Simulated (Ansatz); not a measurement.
# Is Ta(100) film of 2 layers a stable metal?

The plan: relax Ta(100) film of 2 layers, check its phonons, and, if the lattice is stable, compute its Eliashberg function and ρ(T).

Main program and level: Ansatz 0.2.0; DFT PBEsol, scalar-relativistic, plane waves, PAW; PAW set soft_1.

### Step 1. Starting point

The cell holds 2 atoms: 2 Ta. Its edges and angles: a = 3.310 Å, b = 3.310 Å, c = 12.655 Å, α = 90.0°, β = 90.0°, γ = 90.0°. It derives from Ta. Vacuum lies along c.

### Step 2. Rough relaxation

The start is far from rest, so a relaxation with loose thresholds does the first part.

Input file input.yaml:

```yaml
crystal:
  lattice:
    - [3.31, 0.0, 0.0]
    - [0.0, 3.31, 0.0]
    - [0.0, 0.0, 12.655]
  atoms:
    - { symbol: Ta, position: [0.0, 0.0, 0.43461083] }
    - { symbol: Ta, position: [0.5, 0.5, 0.56538917] }
  periodic: [true, true, false]
kpoints:
  mp_grid: { grid: [6, 6, 1] }
hamiltonian:
  xc: pbesol
  pseudopotentials: { kind: paw, azcp: { folder: soft_1 }, xc_functional: pbe }
scf:
  occupations: { method: gaussian, width: 0.1 }
output:
  forces: true
  stress: true
  eigenvalues: true
relax:
  adjacent_minimum: "off"
  f_tol: 0.05
  max_steps: 80
  cell: { stress_2d_tol: 0.02 }
```

On the command line:

```console
$ ansatz run input.yaml --threads 8 --pin off --max-ram 20480MiB --backend cpu --events-out ev --progress --plain --runs-dir out
```

Numbers of over 12 decimals in the logs are rounded to 6 here.

Output:

```text
Warning: crystal.periodic: the lattice vector that does not repeat stood 0.000° off the slab's normal, 12.655 Å along it as the deck builds it. The run solves the slab on a vector along the normal, 27.110 Å long, with every atom where it was (on the deck's vector they left 11.00 Å outside them, and the widest stretch free of ions among them is 1.65 Å). A fractional position that the run reports is one of the run's ce [...]
The last accepted step is kept in <dir> (removed where the run ends without a failure and the disk answers)
crystal.periodic: the lattice vector that does not repeat stood 0.000° off the slab's normal, 12.655 Å along it as the deck builds it. The run solves the slab on a vector along the normal, 27.110 Å long, with every atom where it was (on the deck's vector they left 11.00 Å outside them, and the widest stretch free of ions among them is 1.65 Å). A fractional position that the run reports is one of the run's cell, which [...]
Engine: ansatz 0.2.0, aarch64-unknown-linux-gnu
Pseudopotentials: kind: paw
Pseudopotential: Ta, paw, valence charge 13, recommended cutoff 420 eV (normal), soft_1/Ta.paw.azcp
Functional definition: PBEsol
  exchange = pbesol_x
  correlation = pbesol_c
Crystal: 2 atoms, lattice volume = 297.020 Å³
Basis set: ecut = 420 eV, 5883 PW (Γ), exchange–correlation on 48×48×384 points (8 copies of the dense FFT grid, shifted against one another)
Bands: 17, of which v1, the nominal top of the filled ones, is band 13 counted from 1 (12 counted from 0)
Symmetry: 16 space group operations
Space group: P4/nmm (ITA 129), of the structure as read, at distance tolerance 6.7e-5 Å
k-points: 10 of 36
Non-local potential: Ta, projectors of the file, l = 0: 3, l = 1: 2, l = 2: 2, l = 3: 1
PAW form: soft (Blöchl's): semilocal exchange-correlation on the pseudo side does not see the compensation charge
PAW frozen core: Ta, regenerated for the run's functional, and the local potential with it (the file was generated under x = pbe(κ = 0.804, μ = 0.219515), c = pbe(β = 0.066725))
PAW one-centre angular grid: Ta, 590 points (default); XC on 64 Gauss nodes
Initial density: superposition of atomic densities (neutral atoms: chi_scale 0, normalization atom)
Initial wavefunctions: pseudopotential atomic-orbital guess
Functional: x = pbesol(κ = 0.804, μ = 0.123457), c = pbesol(β = 0.046)
SCF iter   1: F=—  HF=-19612.310536 eV  |F-HF|=—  |Δ(HF+E_count)|=         —  Δρ=2.65e-2  dr2=8.05e0  ethr=3.10e-3  ⟨swp⟩=11.2  Hψ=1330  notcnv=0
preconditioner: auto → LDOS  [metal: Δε(μ)=0.071 eV  Ē_g=3.741 eV  σ=0.100 eV  W_gap=0.35  n_scr=14 (ndim 8)  ℏωp=6.8 eV  f_vac=0.749  D(μ)=4.34/eV (n_scr^D=14)  β→1.0]
SCF iter   2: F=—  HF=-19610.919625 eV  |F-HF|=—  |Δ(HF+E_count)|=    1.39e0  Δρ=1.86e-2  dr2=3.45e0  ethr=3.10e-3  ⟨swp⟩=4.8  Hψ=528  notcnv=0  defer=2
SCF iter   3: F=—  HF=-19610.387065 eV  |F-HF|=—  |Δ(HF+E_count)|=   5.33e-1  Δρ=3.43e-3  dr2=1.06e-1  ethr=3.10e-3  ⟨swp⟩=3.8  Hψ=446  notcnv=0  defer=2
SCF iter   4: F=—  HF=-19610.374453 eV  |F-HF|=—  |Δ(HF+E_count)|=   1.26e-2  Δρ=7.15e-4  dr2=1.55e-3  ethr=4.06e-4  ⟨swp⟩=2.9  Hψ=348  notcnv=0  defer=1
SCF iter   5: F=—  HF=-19610.374736 eV  |F-HF|=—  |Δ(HF+E_count)|=   2.83e-4  Δρ=1.28e-4  dr2=4.22e-5  ethr=5.97e-6  ⟨swp⟩=4.0  Hψ=390  notcnv=0  defer=1
SCF iter   6: F=—  HF=-19610.374869 eV  |F-HF|=—  |Δ(HF+E_count)|=   1.33e-4  Δρ=2.91e-5  dr2=8.95e-6  ethr=1.62e-7  ⟨swp⟩=3.4  Hψ=379  notcnv=0  defer=1
SCF iter   7: F=—  HF=-19610.374872 eV  |F-HF|=—  |Δ(HF+E_count)|=   2.26e-6  Δρ=8.42e-6  dr2=2.58e-7  ethr=3.44e-8  ⟨swp⟩=2.7  Hψ=253  notcnv=0  defer=1
SCF iter   8: F=-19610.374872 eV  HF=-19610.374872 eV  |F-HF|=1.66e-8  |Δ(HF+E_count)|=   1.96e-7  Δρ=1.30e-6  dr2=5.63e-9  ethr=3.85e-10  ⟨swp⟩=12.4  Hψ=1131  notcnv=0
SCF 1 converged in 8 iterations: F = -19610.374872 eV  dr2 = 5.63e-9
  greatest PAW one-centre occupation: 0.999 electrons in one spin orbital (limit 2), on the Ta atom at site 1 (counted from 0), in its partial waves of l = 0
relax step   1: F+E_penalty+E_count = -19610.37487196 eV  Δ(F+E_penalty+E_count) = +0.000e0 eV  max|allowed force component| = 2.409e0 eV/Å  Δτ_max = 0.0000 Å  P = -12.311 N/m  Ω = 297.020 Å³  fix = [c, alpha, beta]  reactions: c +0.000 N/m  (8 SCF iters, dr2 threshold 1.00e-7 eV, accepted)
Crystal: 2 atoms, lattice volume = 285.462 Å³
Basis set: ecut = 420 eV, 5635 PW (Γ), exchange–correlation on 48×48×384 points (8 copies of the dense FFT grid, shifted against one another)
Initial density: handed on by an earlier stage of this run
Initial wavefunctions: those handed on with the density
SCF iter   1: F=—  HF=-19610.927956 eV  |F-HF|=—  |Δ(HF+E_count)|=         —  Δρ=1.25e-2  dr2=1.07e0  ethr=3.10e-3  ⟨swp⟩=11.6  Hψ=1346  notcnv=0
preconditioner: auto → LDOS  [metal: Δε(μ)=0.017 eV  Ē_g=3.760 eV  σ=0.100 eV  W_gap=0.10  n_scr=14 (ndim 8)  ℏωp=6.9 eV  f_vac=0.761  D(μ)=6.93/eV (n_scr^D=46)  β→1.0]
SCF iter   2: F=—  HF=-19610.692688 eV  |F-HF|=—  |Δ(HF+E_count)|=   2.35e-1  Δρ=7.72e-3  dr2=2.30e-1  ethr=3.10e-3  ⟨swp⟩=3.9  Hψ=464  notcnv=0  defer=1
SCF iter   3: F=—  HF=-19610.683843 eV  |F-HF|=—  |Δ(HF+E_count)|=   8.85e-3  Δρ=1.56e-3  dr2=4.41e-2  ethr=8.83e-4  ⟨swp⟩=3.6  Hψ=375  notcnv=0  defer=1
SCF iter   4: F=—  HF=-19610.679065 eV  |F-HF|=—  |Δ(HF+E_count)|=   4.78e-3  Δρ=7.30e-4  dr2=2.51e-3  ethr=1.70e-4  ⟨swp⟩=2.8  Hψ=298  notcnv=0  defer=1
SCF iter   5: F=—  HF=-19610.679462 eV  |F-HF|=—  |Δ(HF+E_count)|=   3.97e-4  Δρ=3.26e-4  dr2=6.64e-4  ethr=9.65e-6  ⟨swp⟩=3.7  Hψ=355  notcnv=0  defer=1
SCF iter   6: F=—  HF=-19610.679608 eV  |F-HF|=—  |Δ(HF+E_count)|=   1.46e-4  Δρ=9.70e-5  dr2=7.77e-5  ethr=2.55e-6  ⟨swp⟩=2.9  Hψ=266  notcnv=0  defer=1
SCF iter   7: F=—  HF=-19610.679710 eV  |F-HF|=—  |Δ(HF+E_count)|=   1.02e-4  Δρ=3.33e-5  dr2=1.21e-5  ethr=2.99e-7  ⟨swp⟩=2.8  Hψ=301  notcnv=0  defer=1
SCF iter   8: F=—  HF=-19610.679711 eV  |F-HF|=—  |Δ(HF+E_count)|=   1.46e-6  Δρ=1.11e-5  dr2=1.55e-6  ethr=4.66e-8  ⟨swp⟩=2.5  Hψ=234  notcnv=0  defer=1
SCF iter   9: F=-19610.679711 eV  HF=-19610.679711 eV  |F-HF|=2.98e-8  |Δ(HF+E_count)|=   2.24e-7  Δρ=1.91e-6  dr2=1.37e-8  ethr=7.69e-10  ⟨swp⟩=10.0  Hψ=1195  notcnv=0
SCF 2 converged in 9 iterations: F = -19610.679711 eV  dr2 = 1.37e-8
relax step   2: F+E_penalty+E_count = -19610.67971139 eV  Δ(F+E_penalty+E_count) = -3.048e-1 eV  max|allowed force component| = 2.030e0 eV/Å  Δτ_max = 0.1951 Å  P = -1.392 N/m  Ω = 285.462 Å³  energy of the carried Pulay correction = +2.184e-4 eV  fix = [c, alpha, beta]  reactions: c +0.000 N/m  (9 SCF iters, dr2 threshold 2.00e-7 eV, accepted)
[...]
[... from here on, the SCF cycles and remarks between the steps are left out ...]
relax step   4: F+E_penalty+E_count = -19611.34201382 eV  Δ(F+E_penalty+E_count) = -1.228e-1 eV  max|allowed force component| = 1.003e0 eV/Å  Δτ_max = 0.0454 Å  P = -0.892 N/m  Ω = 238.799 Å³  energy of the carried Pulay correction = +1.196e-3 eV  fix = [c, alpha, beta]  reactions: c +0.000 N/m  (7 SCF iters, dr2 threshold 2.00e-7 eV, accepted)
relax step   5: F+E_penalty+E_count = -19611.66976925 eV  Δ(F+E_penalty+E_count) = -3.278e-1 eV  max|allowed force component| = 1.286e0 eV/Å  Δτ_max = 0.1075 Å  P = -0.114 N/m  Ω = 216.711 Å³  energy of the carried Pulay correction = +1.721e-3 eV  fix = [c, alpha, beta]  reactions: c +0.000 N/m  (7 SCF iters, dr2 threshold 2.00e-7 eV, accepted)
relax step   6: F+E_penalty+E_count = -19612.01771169 eV  Δ(F+E_penalty+E_count) = -3.479e-1 eV  max|allowed force component| = 9.314e-1 eV/Å  Δτ_max = 0.1173 Å  P = +1.612 N/m  Ω = 196.592 Å³  energy of the carried Pulay correction = +2.240e-3 eV  fix = [c, alpha, beta]  reactions: c +0.000 N/m  (9 SCF iters, dr2 threshold 2.00e-7 eV, accepted)
relax step   7: F+E_penalty+E_count = -19612.02294535 eV  Δ(F+E_penalty+E_count) = -5.234e-3 eV  max|allowed force component| = 2.216e-1 eV/Å  Δτ_max = 0.1237 Å  P = +6.779 N/m  Ω = 182.324 Å³  energy of the carried Pulay correction = +2.635e-3 eV  fix = [c, alpha, beta]  reactions: c +0.000 N/m  (9 SCF iters, dr2 threshold 2.00e-7 eV, accepted)
relax step   8: F+E_penalty+E_count = -19612.08518073 eV  Δ(F+E_penalty+E_count) = -6.224e-2 eV  max|allowed force component| = 2.308e-1 eV/Å  Δτ_max = 0.0559 Å  P = -1.607 N/m  Ω = 194.824 Å³  energy of the carried Pulay correction = +2.288e-3 eV  fix = [c, alpha, beta]  reactions: c +0.000 N/m  (7 SCF iters, dr2 threshold 2.00e-7 eV, accepted)
relax step   9: F+E_penalty+E_count = -19612.09754530 eV  Δ(F+E_penalty+E_count) = -1.236e-2 eV  max|allowed force component| = 9.464e-2 eV/Å  Δτ_max = 0.0306 Å  P = +0.386 N/m  Ω = 190.616 Å³  energy of the carried Pulay correction = +2.403e-3 eV  fix = [c, alpha, beta]  reactions: c +0.000 N/m  (7 SCF iters, dr2 threshold 2.00e-7 eV, accepted)
relax step  10: F+E_penalty+E_count = -19612.09848554 eV  Δ(F+E_penalty+E_count) = -9.402e-4 eV  max|allowed force component| = 2.333e-2 eV/Å  Δτ_max = 0.0087 Å  P = -0.025 N/m  Ω = 191.453 Å³  energy of the carried Pulay correction = +2.380e-3 eV  fix = [c, alpha, beta]  reactions: c +0.000 N/m  (5 SCF iters, dr2 threshold 2.00e-7 eV, accepted)
relax step  11: F+E_penalty+E_count = -19612.09852731 eV  Δ(F+E_penalty+E_count) = -4.177e-5 eV  max|allowed force component| = 1.755e-4 eV/Å  Δτ_max = 0.0016 Å  P = +0.017 N/m  Ω = 191.338 Å³  energy of the carried Pulay correction = +2.383e-3 eV  fix = [c, alpha, beta]  reactions: c +0.000 N/m  (6 SCF iters, dr2 threshold 1.14e-9 eV, accepted)
Basis set: ecut = 420 eV, 3743 PW (Γ), exchange–correlation on 36×36×384 points (8 copies of the dense FFT grid, shifted against one another)
Initial wavefunctions: pseudopotential atomic-orbital guess (no wavefunctions were taken with the density)
iter 1 solved again at ethr=6.94e-7 eV; its pass at ethr=3.10e-3 eV (dr2=1.80e-4 eV) is discarded
SCF iter   1: F=—  HF=-19612.097309 eV  |F-HF|=—  |Δ(HF+E_count)|=         —  Δρ=1.26e-4  dr2=2.59e-6  ethr=6.94e-7  ⟨swp⟩=6.4  Hψ=2116  notcnv=0
preconditioner: auto → LDOS  [insulator: Δε(μ)=0.332 eV  Ē_g=4.315 eV  σ=0.100 eV  W_gap=0.77  n_scr=16 (ndim 8)  ℏωp=8.5 eV  f_vac=0.730  D(μ)=2.22/eV (n_scr^D=12)  ε∞_Penn≈4.9  β→1.0]
SCF iter   2: F=—  HF=-19612.097339 eV  |F-HF|=—  |Δ(HF+E_count)|=   3.07e-5  Δρ=7.63e-6  dr2=6.06e-8  ethr=9.94e-9  ⟨swp⟩=3.5  Hψ=397  notcnv=0
SCF iter   3: F=—  HF=-19612.097340 eV  |F-HF|=—  |Δ(HF+E_count)|=   1.18e-7  Δρ=2.31e-6  dr2=2.37e-8  ethr=2.33e-10  ⟨swp⟩=4.2  Hψ=473  notcnv=0
SCF iter   4: F=—  HF=-19612.097340 eV  |F-HF|=—  |Δ(HF+E_count)|=   2.10e-9  Δρ=7.66e-7  dr2=1.25e-9  ethr=9.11e-11  ⟨swp⟩=3.6  Hψ=345  notcnv=0
SCF iter   5: F=—  HF=-19612.097340 eV  |F-HF|=—  |Δ(HF+E_count)|=   2.13e-9  Δρ=1.67e-7  dr2=2.03e-11  ethr=4.80e-12  ⟨swp⟩=3.4  Hψ=378  notcnv=0
SCF iter   6: F=—  HF=-19612.097340 eV  |F-HF|=—  |Δ(HF+E_count)|=  8.04e-10  Δρ=5.54e-8  dr2=7.37e-12  ethr=1.00e-12  ⟨swp⟩=15.6  Hψ=1408  notcnv=0
SCF iter   7: F=-19612.097340 eV  HF=-19612.097340 eV  |F-HF|=1.82e-11  |Δ(HF+E_count)|=  2.11e-10  Δρ=1.28e-8  dr2=3.71e-13  ethr=1.00e-12  ⟨swp⟩=8.3  Hψ=1026  notcnv=0
SCF 12 converged in 7 iterations: F = -19612.097340 eV  dr2 = 3.71e-13
relax step  12: F+E_penalty+E_count = -19612.09733955 eV  Δ(F+E_penalty+E_count) = +1.188e-3 eV  max|allowed force component| = 4.473e-4 eV/Å  Δτ_max = 0.0000 Å  P = +0.011 N/m  Ω = 191.338 Å³  fix = [c, alpha, beta]  reactions: c +0.000 N/m  stress off target by 1.14e-2 N/m on what of the cell is left free  SCF on the basis re-selected at this cell (its energy is not comparable with the rows above)  (7 SCF iters)
basis re-selected at this cell: Δ(F+E_penalty+E_count) = +1.188e-3 eV, ΔP = -0.006 N/m vs the last step (what re-selecting the basis moved, of the pressure what is left beyond the Pulay correction that the steps carried, after the strain that the cell walked since its last selection, with what the two solves' SCF thresholds leave and, on support functions, any second-order correction that the steps lacked; it is no measure of the basis error at this ecutwfc). The dense FFT grid was sized anew with the basis: this SCF ran on 18×18×192 points, the steps before it on 24×24×192, so part of this shift can come from that change (see relax.cell in the input reference). [rest of the remark cut]
SCF converged after 7 iterations
Free energy (F): -19612.097340 eV
Harris-Foulkes:  -19612.097340 eV  (|F-HF|=1.82e-11)
Internal energy: -19612.086226 eV  (E = F + TS)
E sigma→0 (E₀):  -19612.091783 eV
Entropy (-TS):   -0.011114 eV (-5.557 meV/atom)
Fermi energy:    -4.627786 eV
--- Per-component energies (eV) ---
  E_band       = -823.091686
  E_kinetic    = 789.212457
  E_local      = -47345.103938  (includes V_loc(G=0)·N_el)
  E_nonlocal   = -16.912803
  E_hartree    = 23212.405970
  E_xc         = -636.517636
  E_vxc        = -465.471545  (∫ρ·V_xc dr)
  E_paw        = -16362.476516  (= ΣΔE_a)
  E_vpaw       = -209.627950  (= ΣTr[D̂ρ^β])
  E_aug_tail   = 0.000194  (compensation charges beyond the density's cutoff)
  E_ewald      = 20746.878620
  E_core_change = 0.427426  (= ΣΔE_core)
  E_smearing   = -0.011114  (= −TS)
  E_closure    = -0.000000  (closes the sum)
  Σ components = -19612.097340   (vs F -19612.097340, Δ=0.00e0)
--- Forces (eV/Å), atoms counted from 1 ---
  atom   1  Ta     0.00000000     0.00000000    -0.00044734
  atom   2  Ta     0.00000000     0.00000000     0.00044734
  max |Σ_I F_I| component: 3.43e-25 eV/Å
--- 2D stress c σ (N/m, compression-positive) ---
        0.011407       0.000000       0.000000
        0.000000       0.011407       0.000000
        0.000000       0.000000       0.000000
  P = ½ c Tr σ = 0.0114 N/m
--- Band table (eV; the first three rows and the last of 10) ---
  k-point 0: bands = [... 9 lower, -10.0163, -7.9877, -6.8815, -5.6662, -5.0474, -4.1170, -1.8266, -1.8266]
  k-point 1: bands = [... 9 lower, -9.1715, -7.0643, -6.1456, -5.8229, -4.9074, -4.3938, -2.5381, -1.6324]
  k-point 2: bands = [... 9 lower, -8.2578, -6.5829, -6.0729, -5.0761, -4.4595, -2.3104, -2.0452, -1.8132]
  k-point 9: bands = [... 9 lower, -9.1063, -7.1282, -7.1282, -3.2249, -3.2249, -1.6029, -1.6029, 2.1577]
--- Relaxed structure (11 steps of the walk, 11 accepted, 1 SCFs on fresh bases) ---
  F+E_penalty+E_count = -19612.09733955 eV   max|allowed force component| = 4.473e-4 eV/Å   (the final SCF, on the basis selected at the relaxed cell)
  cell:  # Å, volume = 191.3382 Å³
    - [2.656661, 0, 0.0]
    - [0, 2.656661, 0.0]
    - [0.0, 0.0, 27.1099997854]
  atoms:
    - { symbol: Ta, position: [0.0, 0.0, 0.190558] }
    - { symbol: Ta, position: [0.5, 0.5, 0.276244] }
```

The job ended after 7.7 s (8 threads of Arm Neoverse V2, shared host; peak memory 0.62 GiB).

The steps of the relaxation:

```csv
step,energy less that of the first step (eV),largest force component (eV/Å),volume (Å³)
1,0.0000,2.4094,297.02
2,-0.3048,2.0304,285.46
3,-0.8444,0.2180,257.76
4,-0.9671,1.0030,238.80
5,-1.2949,1.2858,216.71
6,-1.6428,0.9314,196.59
7,-1.6481,0.2216,182.32
8,-1.7103,0.2308,194.82
9,-1.7227,0.0946,190.62
10,-1.7236,0.0233,191.45
11,-1.7237,0.0002,191.34
12*,-1.7225,0.0004,191.34
```

Relaxation steps marked * repeat the geometry before them on a plane-wave basis chosen anew for their cell, so energy and pressure can jump there.

Forces are held to the 16 operations that the run works with; a distortion that breaks them can't arise in this run.

| cell as run | before | after | change |
| --- | --- | --- | --- |
| a (Å) | 3.310 | 2.657 | -19.7 % |
| b (Å) | 3.310 | 2.657 | -19.7 % |

The atoms that moved most (Å, along periodic axes as changes of fractional coordinates times the final cell, across vacuum about the mean position):

| atom | dx | dy | dz | length |
| --- | --- | --- | --- | --- |
| Ta1 | 0.000 | 0.000 | -0.334 | 0.334 |
| Ta2 | 0.000 | 0.000 | 0.334 | 0.334 |

The relaxed structure:

```
Ta
1.0
     2.65666    0.00000    0.00000
     0.00000    2.65666    0.00000
     0.00000    0.00000   27.11000
Ta
2
Direct
  0.00000 0.00000 0.19056
  0.50000 0.50000 0.27624
```

Numbers from this step:

* metallic on mesh: yes
* gap on the k-mesh: 0 eV

The relaxation ends with a largest force component of 4.5e-4 eV/Å.

(Part 1 of 3 ends here.)

[Logs are printed without paths, hosts, clocks, repeated set-up lines and the standing remarks that a program may print on its own settings, such as how far it seeks lower states.]

[Hosts, paths, dates, database ids (printed as entryN), source tags and the programs' standing remarks are cut or masked in the printed files.]
